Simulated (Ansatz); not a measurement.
## Tc of CoSn (P6/mmm) from its phonons

Aim: the phonon-mediated transition temperature of CoSn (P6/mmm) at ambient pressure, over a range of μ*. The cell shown first is a relaxed one, from steps not shown here.

Main program and level: Ansatz 0.2.0; DFT LDA, scalar-relativistic, plane waves, PAW; PAW set soft_1, in the first sound run; inputs show where later runs differ.

## 1. The cell after earlier relaxation steps

Symmetry: P6/mmm, No. 191, hexagonal system. Conventional cell: a = 5.173 Å, b = 5.173 Å, c = 4.124 Å, α = 90.00°, β = 90.00°, γ = 120.00°. Nearest to Co lie 6 Sn at 2.55 to 2.59 Å and 4 Co at 2.59 Å. Sn has 6 Co at 2.55 Å nearest. Nearest to Sn lie 6 Co at 2.59 Å. Farther neighbours are not listed.

## 2. Coupling and resistivity: LDA at its own relaxed cell

The run that gives the couplings also evaluates McMillan's and Allen and Dynes's formulas and, where asked, the Eliashberg equations, over a range of μ*.

input.yaml reads:

```yaml
crystal:
  lattice:
    - [5.1727014178, 0.0, 0.0]
    - [-2.5863507089, 4.479690834, 0.0]
    - [0.0, 0.0, 4.1236469629]
  atoms:
    - { symbol: Co, position: [0.0, 0.5, 0.0] }
    - { symbol: Co, position: [0.5, 0.5, 0.0] }
    - { symbol: Co, position: [0.5, 0.0, 0.0] }
    - { symbol: Sn, position: [0.6666666667, 0.3333333333, 0.5] }
    - { symbol: Sn, position: [0.3333333333, 0.6666666667, 0.5] }
    - { symbol: Sn, position: [0.0, 0.0, 0.0] }
kpoints:
  mp_grid: { grid: [6, 6, 6] }
hamiltonian:
  xc: lda
  pseudopotentials: { kind: paw, azcp: { folder: soft_1 }, xc_functional: pbe }
scf:
  occupations: { method: methfessel_paxton, width: 0.2 }
output:
  eigenvalues: true
phonons:
  method: dfpt
  qmesh: [3, 3, 2]
  temperatures: { t_max: 1000, t_step: 50 }
  qpath:
    path:
      - [[0.0, 0.0, 0.0], [0.5, 0.0, 0.0], [0.33333333, 0.33333333, 0.0], [0.0, 0.0, 0.0], [0.0, 0.0, 0.5], [0.5, 0.0, 0.5], [0.33333333, 0.33333333, 0.5], [0.0, 0.0, 0.5]]
      - [[0.5, 0.0, 0.5], [0.5, 0.0, 0.0]]
      - [[0.33333333, 0.33333333, 0.5], [0.33333333, 0.33333333, 0.0]]
    npoints: 10
  electrical_resistivity:
    mesh: [8, 8, 8]
    temperatures: [20.0, 50.0, 80.0, 100.0, 150.0, 200.0, 273.0, 300.0, 400.0, 500.0, 600.0, 800.0]
  superconductivity: { mesh: [8, 8, 8], eliashberg_equations: false }
```

Launch:

```console
> ansatz run input.yaml --threads 8 --pin off --max-ram 20480MiB --backend cpu --events-out ev --progress --plain --runs-dir out
```

Numbers of over 12 decimals in the logs are rounded to 6 here.

What it wrote:

```text
Engine: ansatz 0.2.0, aarch64-unknown-linux-gnu
Pseudopotentials: kind: paw
Pseudopotential: Co, paw, valence charge 17, recommended cutoff 420 eV (normal), soft_1/Co.paw.azcp
Pseudopotential: Sn, paw, valence charge 14, recommended cutoff 420 eV (normal), soft_1/Sn.paw.azcp
Functional definition: SPW92
  exchange = slater_x
  correlation = pw_c
Crystal: 6 atoms, lattice volume = 95.554 Å³
Basis set: ecut = 420 eV, 1867 PW (Γ), exchange–correlation on 72×72×60 points (8 copies of the dense FFT grid, shifted against one another)
Bands: 56, of which v1, the nominal top of the filled ones, is band 47 counted from 1 (46 counted from 0)
Symmetry: 24 space group operations
k-points: 28 of 216
Non-local potential: Co, projectors of the file, l = 0: 3, l = 1: 2, l = 2: 3, l = 3: 1
Non-local potential: Sn, projectors of the file, l = 0: 2, l = 1: 2, l = 2: 2, l = 3: 1
PAW form: soft (Blöchl's): semilocal exchange-correlation on the pseudo side does not see the compensation charge
PAW frozen core: Co, regenerated for the run's functional, and the local potential with it (the file was generated under x = pbe(κ = 0.804, μ = 0.219515), c = pbe(β = 0.066725))
PAW frozen core: Sn, regenerated for the run's functional, and the local potential with it (the file was generated under x = pbe(κ = 0.804, μ = 0.219515), c = pbe(β = 0.066725))
PAW one-centre angular grid: Co, 590 points (default); XC on 64 Gauss nodes
PAW one-centre angular grid: Sn, 590 points (default); XC on 64 Gauss nodes
Initial density: superposition of atomic densities (chi_scale 0.1, normalization cell, long waves kept (reshape's long-wave potential 0.00 eV rms))
Initial wavefunctions: pseudopotential atomic-orbital guess
Functional: x = slater, c = lda
SCF iter   1: F=—  HF=-32835.990250 eV  |F-HF|=—  |Δ(HF+E_count)|=         —  Δρ=2.25e-1  dr2=5.62e1  ethr=3.10e-3  ⟨swp⟩=6.3  Hψ=5879  notcnv=0  defer=1
preconditioner: auto → Kerker (q_TF=auto, 2.716 Å⁻¹)  [metal: Δε(μ)=0.028 eV  Ē_g=14.048 eV  σ=0.200 eV  W_gap=0.12  n_scr=26 (ndim 8)  ℏωp=31.6 eV  f_vac=0.000  D(μ)=4.27/eV (n_scr^D=32)]
SCF iter   2: F=—  HF=-32831.460424 eV  |F-HF|=—  |Δ(HF+E_count)|=    4.53e0  S|Δr|=    0.00e0  Δρ=9.25e-2  dr2=1.59e1  ethr=3.10e-3  ⟨swp⟩=3.0  Hψ=2633  notcnv=0  defer=74
SCF iter   3: F=—  HF=-32828.701252 eV  |F-HF|=—  |Δ(HF+E_count)|=    2.76e0  S|Δr|=    0.00e0  Δρ=3.76e-2  dr2=2.92e0  ethr=3.10e-3  ⟨swp⟩=2.8  Hψ=2577  notcnv=0  defer=65
SCF iter   4: F=—  HF=-32828.252929 eV  |F-HF|=—  |Δ(HF+E_count)|=   4.48e-1  S|Δr|=    0.00e0  Δρ=1.39e-2  dr2=2.17e-1  ethr=3.10e-3  ⟨swp⟩=2.3  Hψ=2023  notcnv=0  defer=55
SCF iter   5: F=—  HF=-32828.196834 eV  |F-HF|=—  |Δ(HF+E_count)|=   5.61e-2  S|Δr|=    0.00e0  Δρ=5.64e-3  dr2=3.69e-2  ethr=2.33e-4  ⟨swp⟩=2.1  Hψ=1917  notcnv=0  defer=55
SCF iter   6: F=—  HF=-32828.188077 eV  |F-HF|=—  |Δ(HF+E_count)|=   8.76e-3  S|Δr|=    0.00e0  Δρ=1.62e-3  dr2=4.70e-3  ethr=3.97e-5  ⟨swp⟩=2.6  Hψ=2493  notcnv=0  defer=55
SCF iter   7: F=—  HF=-32828.187151 eV  |F-HF|=—  |Δ(HF+E_count)|=   9.27e-4  S|Δr|=    0.00e0  Δρ=9.06e-4  dr2=1.00e-3  ethr=5.06e-6  ⟨swp⟩=2.0  Hψ=1988  notcnv=0  defer=55
SCF iter   8: F=—  HF=-32828.187052 eV  |F-HF|=—  |Δ(HF+E_count)|=   9.88e-5  S|Δr|=    0.00e0  Δρ=3.80e-4  dr2=9.14e-5  ethr=1.08e-6  ⟨swp⟩=2.1  Hψ=1889  notcnv=0  defer=55
SCF iter   9: F=—  HF=-32828.187020 eV  |F-HF|=—  |Δ(HF+E_count)|=   3.23e-5  S|Δr|=    0.00e0  Δρ=1.11e-4  dr2=1.28e-5  ethr=9.83e-8  ⟨swp⟩=2.0  Hψ=2569  notcnv=0  defer=55
SCF iter  10: F=—  HF=-32828.187027 eV  |F-HF|=—  |Δ(HF+E_count)|=   6.70e-6  S|Δr|=    0.00e0  Δρ=2.94e-5  dr2=9.35e-7  ethr=1.38e-8  ⟨swp⟩=2.0  Hψ=1968  notcnv=0  defer=55
[...]
SCF 1 converged in 16 iterations: F = -32828.187020 eV  dr2 = 2.24e-12
  greatest PAW one-centre occupation: 1.002 electrons in one spin orbital (limit 2), on the Co atom at site 2 (counted from 0), in its partial waves of l = 1
phonons: the bands overlap, so this run is a metal and interpolates without the dipole-dipole term. If the crystal is really an insulator or semiconductor, its LO-TO splitting is missing
NSCF: frozen V_eff on 28 k-points
WARN: eigensolver did not converge (k=27): 1 band(s) unlocked after 20 sweeps at ethr=3.36e-12 eV (storage-precision floor; scheduled 1.00e-12 eV) (lowest unlocked band 55, counted from 0; max residual 1.65e-5 eV among the unlocked bands, 1.65e-5 eV over every band; other slots of this pass that fall short are told together in one closing line; warning suppressed until the next SCF loop or pass starts)
NSCF: frozen V_eff on 80 k-points
DFPT response loops at q = (0, 0, 0) (fractional): preconditioner auto → Kerker (q_TF=auto, 2.716 Å⁻¹) (partly filled bands, converged f_vac=0.019); β = 1.00, the filter's whole step (`scf.mixing.beta` (0.50) is not read by the response loops under this deck's `scf.mixing.preconditioner`; to damp them name `kerker` or `kerker_dos`, under which they read `scf.mixing.beta`, and type it under 1.00, their step now; both keys bind the ground state too); Broyden in place of MSR1
NSCF: frozen V_eff on 160 k-points
DFPT response loops at q = (0, 0, -0.5) (fractional): mixed as the last ones told, above
NSCF: frozen V_eff on 288 k-points
DFPT response loops at q = (0, 0.333333, 0) (fractional): mixed as the last ones told, above
NSCF: frozen V_eff on 288 k-points
DFPT response loops at q = (0, 0.333333, -0.5) (fractional): mixed as the last ones told, above
NSCF: frozen V_eff on 288 k-points
DFPT response loops at q = (0.333333, 0.333333, 0) (fractional): mixed as the last ones told, above
NSCF: frozen V_eff on 288 k-points
DFPT response loops at q = (0.333333, 0.333333, -0.5) (fractional): mixed as the last ones told, above
[...]
SCF iter   7: F=—  HF=-32828.187151 eV  |F-HF|=—  |Δ(HF+E_count)|=   9.27e-4  S|Δr|=    0.00e0  Δρ=9.06e-4  dr2=1.00e-3  ethr=5.06e-6  ⟨swp⟩=2.0  Hψ=1988  notcnv=0  defer=55
SCF iter   8: F=—  HF=-32828.187052 eV  |F-HF|=—  |Δ(HF+E_count)|=   9.88e-5  S|Δr|=    0.00e0  Δρ=3.80e-4  dr2=9.14e-5  ethr=1.08e-6  ⟨swp⟩=2.1  Hψ=1889  notcnv=0  defer=55
SCF iter   9: F=—  HF=-32828.187020 eV  |F-HF|=—  |Δ(HF+E_count)|=   3.23e-5  S|Δr|=    0.00e0  Δρ=1.11e-4  dr2=1.28e-5  ethr=9.83e-8  ⟨swp⟩=2.0  Hψ=2569  notcnv=0  defer=55
SCF iter  10: F=—  HF=-32828.187027 eV  |F-HF|=—  |Δ(HF+E_count)|=   6.70e-6  S|Δr|=    0.00e0  Δρ=2.94e-5  dr2=9.35e-7  ethr=1.38e-8  ⟨swp⟩=2.0  Hψ=1968  notcnv=0  defer=55
SCF iter  11: F=—  HF=-32828.187020 eV  |F-HF|=—  |Δ(HF+E_count)|=   6.63e-6  S|Δr|=    0.00e0  Δρ=1.05e-5  dr2=9.89e-8  ethr=1.01e-9  ⟨swp⟩=2.0  Hψ=2010  notcnv=0  defer=55
[...]
273.00      2.8857e1              no      4.1323e1      4.1323e1      3.9245e0        3.2453e1          2.6104e1
    300.00      3.2111e1              no      4.5983e1      4.5983e1      4.3670e0        3.6156e1          2.9058e1
    400.00      4.4041e1              no      6.3060e1      6.3060e1      6.0033e0        5.0039e1          3.9895e1
    500.00      5.5798e1              no      7.9877e1      7.9877e1      7.6381e0        6.4198e1          5.0594e1
    600.00      6.7409e1              no      9.6479e1      9.6479e1      9.2700e0        7.8665e1          6.1185e1
    800.00      9.0433e1              no      1.2938e2      1.2938e2      1.2530e1        1.0880e2          8.2259e1
  mean free path at 20 K (of a tensor a third of its trace): 30780 nm by what each carries, 20825 by the Fermi surface alone
  Hall coefficient in a weak field at 20 K (a third of the trace): -1.883e-10 m³/C (as a tensor it moves by 20.5 % between the two finest meshes); by each state's relaxation time: -1.349e-10 m³/C; by a constant relaxation time: -1.420e-10 m³/C
  mean free path at 50 K (of a tensor a third of its trace): 469 nm by what each carries, 337 by the Fermi surface alone
  Hall coefficient in a weak field at 50 K (a third of the trace): -1.378e-10 m³/C (as a tensor it moves by 22.7 % between the two finest meshes); by each state's relaxation time: -1.232e-10 m³/C; by a constant relaxation time: -1.431e-10 m³/C
  mean free path at 80 K (of a tensor a third of its trace): 121 nm by what each carries, 96.0 by the Fermi surface alone
  Hall coefficient in a weak field at 80 K (a third of the trace): -1.270e-10 m³/C (as a tensor it moves by 23.9 % between the two finest meshes); by each state's relaxation time: -1.171e-10 m³/C; by a constant relaxation time: -1.438e-10 m³/C
  mean free path at 100 K (of a tensor a third of its trace): 75.0 nm by what each carries, 61.5 by the Fermi surface alone
  Hall coefficient in a weak field at 100 K (a third of the trace): -1.216e-10 m³/C (as a tensor it moves by 25.3 % between the two finest meshes); by each state's relaxation time: -1.144e-10 m³/C; by a constant relaxation time: -1.442e-10 m³/C
  mean free path at 150 K (of a tensor a third of its trace): 38.2 nm by what each carries, 32.2 by the Fermi surface alone
  Hall coefficient in a weak field at 150 K (a third of the trace): -1.159e-10 m³/C (as a tensor it moves by 27.5 % between the two finest meshes); by each state's relaxation time: -1.114e-10 m³/C; by a constant relaxation time: -1.446e-10 m³/C
  mean free path at 200 K (of a tensor a third of its trace): 25.9 nm by what each carries, 22.0 by the Fermi surface alone
  Hall coefficient in a weak field at 200 K (a third of the trace): -1.140e-10 m³/C (as a tensor it moves by 28.5 % between the two finest meshes); by each state's relaxation time: -1.102e-10 m³/C; by a constant relaxation time: -1.447e-10 m³/C
  mean free path at 273 K (of a tensor a third of its trace): 17.8 nm by what each carries, 15.2 by the Fermi surface alone
  Hall coefficient in a weak field at 273 K (a third of the trace): -1.119e-10 m³/C (as a tensor it moves by 29.2 % between the two finest meshes); by each state's relaxation time: -1.085e-10 m³/C; by a constant relaxation time: -1.441e-10 m³/C
  mean free path at 300 K (of a tensor a third of its trace): 16.0 nm by what each carries, 13.7 by the Fermi surface alone
  Hall coefficient in a weak field at 300 K (a third of the trace): -1.109e-10 m³/C (as a tensor it moves by 29.4 % between the two finest meshes); by each state's relaxation time: -1.076e-10 m³/C; by a constant relaxation time: -1.437e-10 m³/C
  mean free path at 400 K (of a tensor a third of its trace): 11.7 nm by what each carries, 9.98 by the Fermi surface alone
  Hall coefficient in a weak field at 400 K (a third of the trace): -1.057e-10 m³/C (as a tensor it moves by 30.0 % between the two finest meshes); by each state's relaxation time: -1.028e-10 m³/C; by a constant relaxation time: -1.406e-10 m³/C
  mean free path at 500 K (of a tensor a third of its trace): 9.21 nm by what each carries, 7.86 by the Fermi surface alone
  Hall coefficient in a weak field at 500 K (a third of the trace): -9.854e-11 m³/C (as a tensor it moves by 30.3 % between the two finest meshes); by each state's relaxation time: -9.631e-11 m³/C; by a constant relaxation time: -1.355e-10 m³/C
  mean free path at 600 K (of a tensor a third of its trace): 7.61 nm by what each carries, 6.50 by the Fermi surface alone
  Hall coefficient in a weak field at 600 K (a third of the trace): -9.025e-11 m³/C (as a tensor it moves by 30.3 % between the two finest meshes); by each state's relaxation time: -8.873e-11 m³/C; by a constant relaxation time: -1.291e-10 m³/C
  mean free path at 800 K (of a tensor a third of its trace): 5.64 nm by what each carries, 4.83 by the Fermi surface alone
  Hall coefficient in a weak field at 800 K (a third of the trace): -7.220e-11 m³/C (as a tensor it moves by 29.9 % between the two finest meshes); by each state's relaxation time: -7.238e-11 m³/C; by a constant relaxation time: -1.141e-10 m³/C
  the resistivity times a path that all electrons share, by the Fermi surface of the deck's mesh alone (a third of the trace): 4.204e-15 Ω·m²
  not converged in the mesh (λ; λ_tr; the resistivity at 20 K by 20.64 %; the resistivity at 50 K by 6.67 %; the resistivity at 80 K by 6.45 %; the resistivity at 100 K by 6.55 %; the resistivity at 150 K by 6.68 %; the resistivity at 200 K by 6.59 %; the resistivity at 273 K by 6.16 %; the resistivity at 300 K by 5.97 %; the resistivity at 400 K by 5.34 %; the resistivity at 500 K by 5.11 %; the resistivity at 600 K [...]
  vibrations of 18 cells: unjudged by the run; compare a larger repeat
  the changes of the potential over all sites missed a rigid shift's by 0.00 % (the site terms' by 0.02 %)
  at the force constants' own smearing the fine mesh and the k-points of their solves give squared frequencies that differ by 28.6 % of the larger at the most, at (0, 0, 0)
--- Superconductivity: potentials and phonons of a 3×3×2 supercell ---
  pairing by harmonic phonons, in the closed forms alone; spin fluctuations are left out, and so is spin–orbit coupling
           mesh         λ    ħω_log (meV)  μ* declared at (meV)
          8×8×8    0.1581          17.303               19.862
          4×4×4    0.1738          16.965               19.620
  λ by the species' shares of the modes' patterns: Co 0.0759, Sn 0.0822
  transition temperature on the deck's mesh (K), isotropic and anisotropic, restricted to the Fermi surface (FSR) and over the full bandwidth (FBW), and the last with the density of states resolved in a narrower window:
        μ*   McMillan   Allen–Dynes      iso. FSR      iso. FBW    aniso. FSR    aniso. FBW  narrow window
      0.08      0.000         0.000             -             -             -             -              -
      0.10      0.000         0.000             -             -             -             -              -
      0.12      0.000         0.000             -             -             -             -              -
      0.13      0.000         0.000             -             -             -             -              -
      0.14      0.000         0.000             -             -             -             -              -
      0.16          -             -             -             -             -             -              -
      0.20          -             -             -             -             -             -              -
  not judged without the Eliashberg equations: between neighbouring meshes, the two finest first, λ moves by 9.90 %
  vibrations of 18 cells: unjudged by the run; compare a larger repeat
  the changes of the potential over all sites missed a rigid shift's by 0.00 % (the site terms' by 0.02 %)
  at the force constants' own smearing the fine mesh and the k-points of their solves give squared frequencies that differ by 28.6 % of the larger at the most, at (0, 0, 0)
[key lines of the parts left out:]
SCF converged after 16 iterations
Free energy (F): -32828.187020 eV
Fermi energy:    15.645189 eV
```

Wall time 9 min (8 threads of Arm Neoverse V2, shared host); peak memory 4.3 GiB; 67 min of CPU time.

The column dr2 measures how far the density is from self-consistency, as an energy; F and HF (Harris–Foulkes) agree once it is small.

This run has no spin polarisation, although Co can carry a moment.

Numbers from this step:

```
volume per atom                                                                : 15.93 Å³/atom
metallic on mesh                                                               : yes
gap on the k-mesh                                                              : 0 eV
zero-point energy                                                              : 0.1874 eV/cell
share of imaginary modes in the plain interpolation between solved wavevectors : 0
highest frequency, solved or plainly interpolated                              : 307.5 cm⁻¹
Debye temperature (second moment)                                              : 334 K
resistivity at 300 K                                                           : 32.11 μΩ cm, mean of the axes
coupling constant λ                                                            : 0.1581
density of states at the Fermi level                                           : 1.192 states/eV a spin and cell
log mean phonon energy ħω_log                                                  : 17.3 meV
transport coupling constant λ_tr                                               : 0.1761, 0.1761, 0.1653 (xx, yy, zz)
Drude plasma energy                                                            : 2, 2, 6.52 eV (xx, yy, zz)
resistivity times mean free path                                               : 59.77, 59.77, 6.588 × 10⁻¹⁶ Ω m² (xx, yy, zz)
second-moment phonon energy ħω₂                                                : 19.86 meV
```

An empty cell: under 1 mK by a formula, or no transition down to the floor of the Eliashberg search. Transition temperatures:

```csv
μ*,McMillan Tc (K),Allen–Dynes Tc (K)
0.08,-,-
0.1,-,-
0.12,-,-
0.13,-,-
0.14,-,-
0.16,-,-
0.2,-,-
```

[end of part 1 of 2]

[Logs are printed without paths, hosts, clocks, repeated set-up lines and the standing remarks that a program may print on its own settings, such as how far it seeks lower states.]

[Hosts, paths, dates, database ids (printed as entryN), source tags and the programs' standing remarks are cut or masked in the printed files.]
